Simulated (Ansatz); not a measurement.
# A hypothetical structure for LaBe2

This structure for LaBe2 is made up. Its elements were placed in a known structure type with a cell scaled to their sizes. What cell does the guess relax to, and how far off was it?

Method: DFT, r2SCAN, plane-wave PAW, files of the set soft_1, scalar-relativistic, no spin, cell and ions relaxed at zero pressure; PAW set soft_1, in the first sound run; inputs show where later runs differ, in Ansatz 0.2.0.

## 1. The structure

It takes space group P6/mmm (No. 191, hexagonal). Conventional cell: a = 4.133 Å, b = 4.133 Å, c = 3.710 Å, α = 90.00°, β = 90.00°, γ = 120.00°. Nearest to La lie 12 Be at 3.02 Å. Nearest to Be lie 3 Be at 2.39 Å and 6 La at 3.02 Å. Farther neighbours are not listed.

## 2. Relaxing cell and atoms

The guessed cell has no reason to be at equilibrium. It is relaxed with the atoms, within the space group of the guess.

Contents of input.yaml:

```yaml
crystal:
  lattice:
    - [4.133, 0.0, 0.0]
    - [-2.0665, 3.579282994, 0.0]
    - [0.0, 0.0, 3.71]
  atoms:
    - { symbol: La, position: [0.0, 0.0, 0.0] }
    - { symbol: Be, position: [0.666666667, 0.333333333, 0.5] }
    - { symbol: Be, position: [0.333333333, 0.666666667, 0.5] }
kpoints:
  mp_grid: { grid: [8, 8, 7] }
scf:
  occupations: { method: fermi_dirac, width: 0.05 }
hamiltonian:
  xc: r2scan
  pseudopotentials: { kind: paw, azcp: { folder: soft_1 } }
relax:
  f_tol: 0.015
  max_steps: 70
  cell: {}
output:
  forces: true
  stress: true
```

On the command line:

```sh
$ ansatz run input.yaml --threads 4 --pin off --max-ram 8192MiB --backend cpu --events-out ev --progress --plain --runs-dir out
```

Numbers of over 12 decimals in the logs are rounded to 6 here.

Log:

```text
Engine: ansatz 0.2.0, aarch64-unknown-linux-gnu
Pseudopotentials: kind: paw
Pseudopotential: La, paw, valence charge 11, recommended cutoff 500 eV (meta_gga), soft_1/La.paw.azcp
Pseudopotential: Be, paw, valence charge 2, recommended cutoff 500 eV (meta_gga), soft_1/Be.paw.azcp
Functional definition: r2SCAN
  parameter k0 = 0.174
  parameter k1 = 0.065
  parameter a1 = 4.9479
  exchange = r2scan_x(k0 = k0, k1 = k1, a1 = a1)
  correlation = r2scan_c
Crystal: 3 atoms, lattice volume = 54.883 Å³
Basis set: ecut = 500 eV, 1387 PW (Γ), exchange–correlation on 128×128×120 points (64 copies of the dense FFT grid, shifted against one another)
Bands: 12, of which v1, the nominal top of the filled ones, is band 8 counted from 1 (7 counted from 0)
Symmetry: 24 space group operations
Space group: P6/mmm (ITA 191), of the structure as read, at distance tolerance 3.8e-5 Å
k-points: 40 of 448
Non-local potential: La, projectors of the file, l = 0: 3, l = 1: 2, l = 2: 2, l = 3: 3
Non-local potential: Be, projectors of the file, l = 0: 2, l = 1: 2, l = 2: 1
PAW form: soft (Blöchl's): semilocal exchange-correlation on the pseudo side does not see the compensation charge
PAW frozen core: La, regenerated for the run's functional (the file was generated under x = pbe(κ = 0.804, μ = 0.219515), c = pbe(β = 0.066725))
PAW frozen core: Be, regenerated for the run's functional (the file was generated under x = pbe(κ = 0.804, μ = 0.219515), c = pbe(β = 0.066725))
PAW one-centre angular grid: La, 974 points (default); XC on 160 Gauss nodes
PAW one-centre angular grid: Be, 302 points (default); XC on 224 Gauss nodes
Initial density: superposition of atomic densities (chi_scale 0.1, normalization cell, long waves kept (reshape's long-wave potential 0.00 eV rms))
Initial wavefunctions: pseudopotential atomic-orbital guess
Functional: x = r2scan, c = r2scan; τ floored in thin density (d = 2e-4 eV/Å³)
SCF iter   1: F=—  HF=-6450.910240 eV  |F-HF|=—  |Δ(HF+E_count)|=         —  Δρ=3.15e-2  dr2=1.03e0  dr2_τ=4.11e-2  ethr=3.10e-3  ⟨swp⟩=5.7  Hψ=2983  notcnv=0
preconditioner: auto → none  [metal: Δε(μ)=0.067 eV  Ē_g=11.142 eV  σ=0.050 eV  W_gap=0.32  n_scr=8 (ndim 8)  ℏωp=18.1 eV  f_vac=0.000  D(μ)=2.85/eV (n_scr^D=26)  sad-step TF]
SCF iter   2: F=—  HF=-6450.829938 eV  |F-HF|=—  |Δ(HF+E_count)|=   8.03e-2  Δρ=1.87e-2  dr2=3.77e-1  dr2_τ=2.87e-3  ethr=3.10e-3  ⟨swp⟩=3.9  Hψ=1321  notcnv=0
SCF iter   3: F=—  HF=-6450.754979 eV  |F-HF|=—  |Δ(HF+E_count)|=   7.50e-2  Δρ=2.80e-3  dr2=1.05e-2  dr2_τ=2.29e-4  ethr=2.51e-3  ⟨swp⟩=4.3  Hψ=1046  notcnv=0
SCF iter   4: F=—  HF=-6450.753409 eV  |F-HF|=—  |Δ(HF+E_count)|=   1.57e-3  Δρ=7.05e-4  dr2=3.36e-4  dr2_τ=1.68e-5  ethr=7.02e-5  ⟨swp⟩=4.0  Hψ=1111  notcnv=0
SCF iter   5: F=—  HF=-6450.753479 eV  |F-HF|=—  |Δ(HF+E_count)|=   6.98e-5  Δρ=2.01e-4  dr2=2.83e-5  dr2_τ=4.80e-7  ethr=2.24e-6  ⟨swp⟩=2.4  Hψ=906  notcnv=0
SCF iter   6: F=—  HF=-6450.753509 eV  |F-HF|=—  |Δ(HF+E_count)|=   2.94e-5  Δρ=8.07e-5  dr2=4.98e-6  dr2_τ=7.39e-8  ethr=1.88e-7  ⟨swp⟩=2.5  Hψ=804  notcnv=0
SCF iter   7: F=-6450.753512 eV  HF=-6450.753512 eV  |F-HF|=5.22e-8  |Δ(HF+E_count)|=   3.37e-6  Δρ=9.08e-6  dr2=5.39e-8  dr2_τ=7.34e-10  ethr=6.67e-10  ⟨swp⟩=3.8  Hψ=2063  notcnv=0
SCF 1 converged in 7 iterations: F = -6450.753512 eV  dr2 = 5.39e-8
  greatest PAW one-centre occupation: 0.967 electrons in one spin orbital (limit 2), on the La atom at site 0 (counted from 0), in its partial waves of l = 0
relax step   1: F+E_penalty+E_count = -6450.75351192 eV  Δ(F+E_penalty+E_count) = +0.000e0 eV  max|allowed force component| = 5.243e-17 eV/Å  Δτ_max = 0.0000 Å  P = +3.827 GPa  Ω = 54.883 Å³  (7 SCF iters, dr2 threshold 1.00e-7 eV, accepted)
Crystal: 3 atoms, lattice volume = 62.045 Å³
Basis set: ecut = 500 eV, 1567 PW (Γ), exchange–correlation on 128×128×120 points (64 copies of the dense FFT grid, shifted against one another)
Initial density: handed on by an earlier stage of this run
Initial wavefunctions: those handed on with the density
iter 1 solved again at ethr=1.44e-4 eV; its pass at ethr=3.10e-3 eV (dr2=2.15e-2 eV) is discarded
SCF iter   1: F=—  HF=-6450.581497 eV  |F-HF|=—  |Δ(HF+E_count)|=         —  Δρ=5.51e-3  dr2=2.23e-2  dr2_τ=2.45e-2  ethr=1.44e-4  ⟨swp⟩=1.1  Hψ=5106  notcnv=0
preconditioner: auto → none  [metal: Δε(μ)=0.017 eV  Ē_g=3.772 eV  σ=0.050 eV  W_gap=0.08  n_scr=8 (ndim 8)  ℏωp=12.5 eV  f_vac=0.000  D(μ)=4.13/eV (n_scr^D=46)]
SCF iter   2: F=—  HF=-6450.762899 eV  |F-HF|=—  |Δ(HF+E_count)|=   1.81e-1  Δρ=2.20e-3  dr2=5.64e-3  dr2_τ=1.53e-4  ethr=1.44e-4  ⟨swp⟩=3.7  Hψ=1162  notcnv=0
SCF iter   3: F=—  HF=-6450.762508 eV  |F-HF|=—  |Δ(HF+E_count)|=   3.91e-4  Δρ=8.38e-4  dr2=4.28e-4  dr2_τ=8.79e-6  ethr=3.76e-5  ⟨swp⟩=2.9  Hψ=896  notcnv=0
SCF iter   4: F=—  HF=-6450.762776 eV  |F-HF|=—  |Δ(HF+E_count)|=   2.68e-4  Δρ=4.02e-4  dr2=1.32e-4  dr2_τ=4.81e-6  ethr=2.85e-6  ⟨swp⟩=2.1  Hψ=931  notcnv=0
SCF iter   5: F=—  HF=-6450.762822 eV  |F-HF|=—  |Δ(HF+E_count)|=   4.57e-5  Δρ=1.30e-4  dr2=2.21e-5  dr2_τ=1.28e-7  ethr=8.83e-7  ⟨swp⟩=2.4  Hψ=732  notcnv=0
SCF iter   6: F=—  HF=-6450.762818 eV  |F-HF|=—  |Δ(HF+E_count)|=   3.84e-6  Δρ=3.86e-5  dr2=1.34e-6  dr2_τ=3.10e-8  ethr=1.47e-7  ⟨swp⟩=2.1  Hψ=589  notcnv=0
SCF iter   7: F=-6450.762818 eV  HF=-6450.762818 eV  |F-HF|=3.59e-8  |Δ(HF+E_count)|=   3.25e-7  Δρ=6.64e-6  dr2=3.28e-8  dr2_τ=6.36e-10  ethr=2.00e-9  ⟨swp⟩=5.0  Hψ=1743  notcnv=0
SCF 2 converged in 7 iterations: F = -6450.762818 eV  dr2 = 3.28e-8
relax step   2: F+E_penalty+E_count = -6450.76281810 eV  Δ(F+E_penalty+E_count) = -9.306e-3 eV  max|allowed force component| = 3.816e-17 eV/Å  Δτ_max = 0.0000 Å  P = -2.920 GPa  Ω = 62.045 Å³  energy of the carried Pulay correction = -6.889e-4 eV  (7 SCF iters, dr2 threshold 3.00e-7 eV, accepted)
Crystal: 3 atoms, lattice volume = 58.650 Å³
Basis set: ecut = 500 eV, 1483 PW (Γ), exchange–correlation on 128×128×120 points (64 copies of the dense FFT grid, shifted against one another)
iter 1 solved again at ethr=2.45e-5 eV; its pass at ethr=3.10e-3 eV (dr2=3.68e-3 eV) is discarded
SCF iter   1: F=—  HF=-6450.756601 eV  |F-HF|=—  |Δ(HF+E_count)|=         —  Δρ=2.40e-3  dr2=3.44e-3  dr2_τ=4.67e-3  ethr=2.45e-5  ⟨swp⟩=1.6  Hψ=4860  notcnv=0
preconditioner: auto → none  [metal: Δε(μ)=0.016 eV  Ē_g=10.797 eV  σ=0.050 eV  W_gap=0.08  n_scr=8 (ndim 8)  ℏωp=17.5 eV  f_vac=0.000  D(μ)=3.64/eV (n_scr^D=26)]
SCF iter   2: F=—  HF=-6450.797892 eV  |F-HF|=—  |Δ(HF+E_count)|=   4.13e-2  Δρ=8.76e-4  dr2=6.94e-4  dr2_τ=2.58e-5  ethr=2.29e-5  ⟨swp⟩=2.5  Hψ=990  notcnv=0
SCF iter   3: F=—  HF=-6450.798006 eV  |F-HF|=—  |Δ(HF+E_count)|=   1.14e-4  Δρ=2.81e-4  dr2=4.90e-5  dr2_τ=1.61e-6  ethr=4.63e-6  ⟨swp⟩=2.3  Hψ=637  notcnv=0
SCF iter   4: F=—  HF=-6450.798031 eV  |F-HF|=—  |Δ(HF+E_count)|=   2.56e-5  Δρ=1.94e-4  dr2=3.57e-5  dr2_τ=1.45e-6  ethr=3.27e-7  ⟨swp⟩=2.0  Hψ=786  notcnv=0
SCF iter   5: F=—  HF=-6450.798034 eV  |F-HF|=—  |Δ(HF+E_count)|=   2.90e-6  Δρ=3.51e-5  dr2=4.41e-7  dr2_τ=1.04e-8  ethr=2.38e-7  ⟨swp⟩=2.1  Hψ=612  notcnv=0
SCF iter   6: F=-6450.798035 eV  HF=-6450.798035 eV  |F-HF|=3.68e-8  |Δ(HF+E_count)|=   8.23e-7  Δρ=7.66e-6  dr2=4.05e-8  dr2_τ=7.30e-10  ethr=2.00e-9  ⟨swp⟩=4.3  Hψ=1595  notcnv=0
SCF 3 converged in 6 iterations: F = -6450.798035 eV  dr2 = 4.05e-8
relax step   3: F+E_penalty+E_count = -6450.79803517 eV  Δ(F+E_penalty+E_count) = -3.522e-2 eV  max|allowed force component| = 9.252e-17 eV/Å  Δτ_max = 0.0000 Å  P = -0.268 GPa  Ω = 58.650 Å³  energy of the carried Pulay correction = -3.696e-4 eV  (6 SCF iters, dr2 threshold 3.00e-7 eV, accepted)
Crystal: 3 atoms, lattice volume = 58.199 Å³
iter 1 solved again at ethr=1.16e-6 eV; its pass at ethr=3.10e-3 eV (dr2=1.73e-4 eV) is discarded
SCF iter   1: F=—  HF=-6450.798079 eV  |F-HF|=—  |Δ(HF+E_count)|=         —  Δρ=5.16e-4  dr2=1.71e-4  dr2_τ=1.65e-4  ethr=1.16e-6  ⟨swp⟩=2.1  Hψ=4884  notcnv=0
preconditioner: auto → none  [metal: Δε(μ)=0.011 eV  Ē_g=10.781 eV  σ=0.050 eV  W_gap=0.05  n_scr=8 (ndim 8)  ℏωp=17.5 eV  f_vac=0.000  D(μ)=3.41/eV (n_scr^D=26)]
SCF iter   2: F=—  HF=-6450.799213 eV  |F-HF|=—  |Δ(HF+E_count)|=   1.13e-3  Δρ=2.00e-4  dr2=3.81e-5  dr2_τ=2.01e-6  ethr=1.14e-6  ⟨swp⟩=2.0  Hψ=792  notcnv=0
SCF iter   3: F=—  HF=-6450.799210 eV  |F-HF|=—  |Δ(HF+E_count)|=   3.09e-6  Δρ=9.08e-5  dr2=3.20e-6  dr2_τ=1.36e-7  ethr=2.54e-7  ⟨swp⟩=2.4  Hψ=639  notcnv=0
SCF iter   4: F=—  HF=-6450.799213 eV  |F-HF|=—  |Δ(HF+E_count)|=   3.54e-6  Δρ=3.89e-5  dr2=7.63e-7  dr2_τ=4.35e-8  ethr=2.13e-8  ⟨swp⟩=2.1  Hψ=731  notcnv=0
SCF iter   5: F=-6450.799214 eV  HF=-6450.799214 eV  |F-HF|=8.54e-9  |Δ(HF+E_count)|=   8.69e-7  Δρ=5.21e-6  dr2=2.20e-8  dr2_τ=2.24e-10  ethr=2.00e-9  ⟨swp⟩=4.8  Hψ=1630  notcnv=0
SCF 4 converged in 5 iterations: F = -6450.799214 eV  dr2 = 2.20e-8
relax step   4: F+E_penalty+E_count = -6450.79921427 eV  Δ(F+E_penalty+E_count) = -1.179e-3 eV  max|allowed force component| = 9.252e-17 eV/Å  Δτ_max = 0.0000 Å  P = +0.053 GPa  Ω = 58.199 Å³  energy of the carried Pulay correction = -3.188e-4 eV  (5 SCF iters, dr2 threshold 3.00e-7 eV, accepted)
Crystal: 3 atoms, lattice volume = 58.161 Å³
iter 1 solved again at ethr=1.01e-6 eV; its pass at ethr=3.10e-3 eV (dr2=1.52e-4 eV) is discarded
SCF iter   1: F=—  HF=-6450.799191 eV  |F-HF|=—  |Δ(HF+E_count)|=         —  Δρ=3.75e-4  dr2=1.27e-4  dr2_τ=5.99e-5  ethr=1.01e-6  ⟨swp⟩=2.0  Hψ=4764  notcnv=0
preconditioner: auto → none  [metal: Δε(μ)=0.048 eV  Ē_g=10.808 eV  σ=0.050 eV  W_gap=0.23  n_scr=8 (ndim 8)  ℏωp=17.6 eV  f_vac=0.000  D(μ)=3.28/eV (n_scr^D=26)]
SCF iter   2: F=—  HF=-6450.799514 eV  |F-HF|=—  |Δ(HF+E_count)|=   3.23e-4  Δρ=1.46e-4  dr2=2.24e-5  dr2_τ=1.31e-6  ethr=8.48e-7  ⟨swp⟩=2.0  Hψ=779  notcnv=0
SCF iter   3: F=—  HF=-6450.799511 eV  |F-HF|=—  |Δ(HF+E_count)|=   3.28e-6  Δρ=7.10e-5  dr2=2.07e-6  dr2_τ=7.62e-8  ethr=1.49e-7  ⟨swp⟩=2.8  Hψ=725  notcnv=0
SCF iter   4: F=—  HF=-6450.799513 eV  |F-HF|=—  |Δ(HF+E_count)|=   2.78e-6  Δρ=1.92e-5  dr2=2.43e-7  dr2_τ=9.06e-9  ethr=1.38e-8  ⟨swp⟩=2.1  Hψ=757  notcnv=0
SCF iter   5: F=-6450.799514 eV  HF=-6450.799513 eV  |F-HF|=4.78e-8  |Δ(HF+E_count)|=   1.33e-7  Δρ=7.82e-6  dr2=2.58e-8  dr2_τ=5.80e-10  ethr=3.84e-10  ⟨swp⟩=4.8  Hψ=1637  notcnv=0
SCF 5 converged in 5 iterations: F = -6450.799514 eV  dr2 = 2.58e-8
relax step   5: F+E_penalty+E_count = -6450.79951354 eV  Δ(F+E_penalty+E_count) = -2.993e-4 eV  max|allowed force component| = 9.560e-17 eV/Å  Δτ_max = 0.0000 Å  P = +0.012 GPa  Ω = 58.161 Å³  energy of the carried Pulay correction = -3.088e-4 eV  (5 SCF iters, dr2 threshold 5.75e-8 eV, accepted)
Basis set: ecut = 500 eV, 1483 PW (Γ), exchange–correlation on 128×128×108 points (64 copies of the dense FFT grid, shifted against one another)
Initial wavefunctions: pseudopotential atomic-orbital guess (no wavefunctions were taken with the density)
iter 1 solved again at ethr=4.33e-7 eV; its pass at ethr=3.10e-3 eV (dr2=6.50e-5 eV) is discarded
SCF iter   1: F=—  HF=-6450.799801 eV  |F-HF|=—  |Δ(HF+E_count)|=         —  Δρ=4.82e-5  dr2=1.70e-7  dr2_τ=4.56e-7  ethr=4.33e-7  ⟨swp⟩=3.1  Hψ=4226  notcnv=0
preconditioner: auto → none  [metal: Δε(μ)=0.049 eV  Ē_g=10.809 eV  σ=0.050 eV  W_gap=0.23  n_scr=8 (ndim 8)  ℏωp=17.6 eV  f_vac=0.000  D(μ)=3.27/eV (n_scr^D=26)]
SCF iter   2: F=—  HF=-6450.799802 eV  |F-HF|=—  |Δ(HF+E_count)|=   1.47e-6  Δρ=2.51e-5  dr2=4.95e-8  dr2_τ=4.45e-8  ethr=1.13e-9  ⟨swp⟩=2.0  Hψ=788  notcnv=0
SCF iter   3: F=—  HF=-6450.799802 eV  |F-HF|=—  |Δ(HF+E_count)|=   2.70e-7  Δρ=3.72e-6  dr2=2.00e-8  dr2_τ=7.12e-10  ethr=3.30e-10  ⟨swp⟩=2.0  Hψ=790  notcnv=0
SCF iter   4: F=—  HF=-6450.799802 eV  |F-HF|=—  |Δ(HF+E_count)|=   3.58e-9  Δρ=8.44e-7  dr2=2.68e-10  dr2_τ=2.73e-11  ethr=1.33e-10  ⟨swp⟩=2.9  Hψ=858  notcnv=0
SCF iter   5: F=—  HF=-6450.799802 eV  |F-HF|=—  |Δ(HF+E_count)|=  6.71e-10  Δρ=4.15e-7  dr2=4.74e-11  dr2_τ=1.07e-11  ethr=1.79e-12  ⟨swp⟩=2.0  Hψ=797  notcnv=0
SCF iter   6: F=-6450.799802 eV  HF=-6450.799802 eV  |F-HF|=7.28e-12  |Δ(HF+E_count)|=  1.40e-10  Δρ=1.02e-7  dr2=5.76e-12  dr2_τ=4.45e-13  ethr=1.00e-12  ⟨swp⟩=6.0  Hψ=1982  notcnv=0
SCF 6 converged in 6 iterations: F = -6450.799802 eV  dr2 = 5.76e-12
relax step   6: F+E_penalty+E_count = -6450.79980228 eV  Δ(F+E_penalty+E_count) = -2.887e-4 eV  max|allowed force component| = 9.252e-17 eV/Å  Δτ_max = 0.0000 Å  P = +0.010 GPa  Ω = 58.161 Å³  stress off target by 1.27e-2 GPa  SCF on the basis re-selected at this cell (its energy is not comparable with the rows above)  (6 SCF iters)
basis re-selected at this cell: Δ(F+E_penalty+E_count) = -2.887e-4 eV, ΔP = -0.002 GPa vs the last step (what re-selecting the basis moved, of the pressure what is left beyond the Pulay correction that the steps carried, after the strain that the cell walked since its last selection, with what the two solves' SCF thresholds leave and, on support functions, any second-order correction that the steps lacked; it is no measure of the basis error at this ecutwfc). The dense FFT grid was sized anew with the basis: this SCF ran on 32×32×27 points, the steps before it on 32×32×30, so part of this shift can come from that change (see relax.cell in the input reference). [rest of the remark cut]
SCF converged after 6 iterations
Free energy (F): -6450.799802 eV
Harris-Foulkes:  -6450.799802 eV  (|F-HF|=7.28e-12)
Internal energy: -6450.772907 eV  (E = F + TS)
E sigma→0 (E₀):  -6450.786355 eV
Entropy (-TS):   -0.026896 eV (-8.965 meV/atom)
Fermi energy:    8.604917 eV
--- Per-component energies (eV) ---
  E_band       = -53.248966
  E_kinetic    = 221.058301
  E_local      = -358.019507  (includes V_loc(G=0)·N_el)
  E_nonlocal   = 93.985064
  E_hartree    = 126.267630
  E_xc         = -170.485824
  E_vxc        = -197.054448  (∫ρ·V_xc dr)
  E_paw        = -5559.201574  (= ΣΔE_a)
  E_vpaw       = -75.184359  (= ΣTr[D̂ρ^β])
  E_aug_tail   = -0.000001  (compensation charges beyond the density's cutoff)
  E_vtau       = 9.430702  (kinetic-family band-sum trace: ∫τ·v_τ [+ j·A + Jᵃ·Aᵃ] dr)
  E_ewald      = -804.421164
  E_core_change = 0.044169  (= ΣΔE_core)
  E_smearing   = -0.026896  (= −TS)
  E_closure    = -0.000000  (closes the sum)
  Σ components = -6450.799802   (vs F -6450.799802, Δ=0.00e0)
--- Forces (eV/Å), atoms counted from 1 ---
  atom   1  La     0.00000000    -0.00000000     0.00000000
  atom   2  Be    -0.00000000     0.00000000     0.00000000
  atom   3  Be    -0.00000000    -0.00000000    -0.00000000
  max |Σ_I F_I| component: 2.78e-17 eV/Å
--- Stress (GPa, compression-positive) ---
        0.012662      -0.000000      -0.000000
        0.000000       0.012662       0.000000
       -0.000000       0.000000       0.005193
  P = ⅓ Tr σ = 0.0102 GPa (0.102 kbar)
--- Relaxed structure (5 steps of the walk, 5 accepted, 1 SCFs on fresh bases) ---
  F+E_penalty+E_count = -6450.79980228 eV   max|allowed force component| = 9.252e-17 eV/Å   (the final SCF, on the basis selected at the relaxed cell)
  cell:  # Å, volume = 58.1609 Å³
    - [4.262825, 0, 0]
    - [-2.131412, 3.691714, 0]
    - [0, 0, 3.695778]
  atoms:
    - { symbol: La, position: [0, 0, 0] }
    - { symbol: Be, position: [0.666667, 0.333333, 0.5] }
    - { symbol: Be, position: [0.333333, 0.666667, 0.5] }
```

Wall time 6.8 s (4 threads of Arm Neoverse V2, shared host); peak memory 0.51 GiB.

Step by step:

```csv
step,energy less that of the first step (eV),largest force component (eV/Å),pressure (GPa),volume (Å³)
1,0.0000,0.0000,3.83,54.88
2,-0.0093,0.0000,-2.92,62.04
3,-0.0445,0.0000,-0.27,58.65
4,-0.0457,0.0000,0.05,58.20
5,-0.0460,0.0000,0.01,58.16
6*,-0.0463,0.0000,0.01,58.16
```

Relaxation steps marked * repeat the geometry before them on a plane-wave basis chosen anew for their cell, so energy and pressure can jump there.

Forces are held to the 24 operations that the run works with; a distortion that breaks them can't arise in this run.

```csv
"conventional cell, symmetrised",before,after,change
a (Å),4.133,4.263,+3.1 %
b (Å),4.133,4.263,+3.1 %
c (Å),3.710,3.696,-0.4 %
volume (Å³/atom),18.29,19.39,+6.0 %
```

The relaxed structure:

```cif
data_structure
_symmetry_space_group_name_H-M 'P 1'
_symmetry_Int_Tables_number 1
_cell_length_a 4.2628
_cell_length_b 4.2628
_cell_length_c 3.6958
_cell_angle_alpha 90.000
_cell_angle_beta 90.000
_cell_angle_gamma 120.000
_cell_volume 58.16
loop_
_atom_site_label
_atom_site_type_symbol
_atom_site_fract_x
_atom_site_fract_y
_atom_site_fract_z
_atom_site_occupancy
La1 La 0.00000 0.00000 0.00000 1
Be2 Be 0.66667 0.33333 0.50000 1
Be3 Be 0.33333 0.66667 0.50000 1
```

Numbers from this step:

```yaml
free_energy: -6450.7998 eV
energy_at_zero_smearing: -6450.7864 eV
smearing_term_ts: 0.02690 eV
fermi_energy: 8.605 eV
electrons: 15
symmetry_operations: 24
pressure: 0.01017 GPa
```

The shortest distance of each pair, which need not be the same contact before and after:

```csv
pair,guess (Å),relaxed (Å)
Be–Be,2.386,2.461
Be–La,3.022,3.078
La–La,3.710,3.696
```

The relaxation ends with a pressure of 0.01 GPa.

(Part 1 of 2 ends here.)

[Logs are printed without paths, hosts, clocks, repeated set-up lines and the standing remarks that a program may print on its own settings, such as how far it seeks lower states.]

[Hosts, paths, dates, database ids (printed as entryN), source tags and the programs' standing remarks are cut or masked in the printed files.]
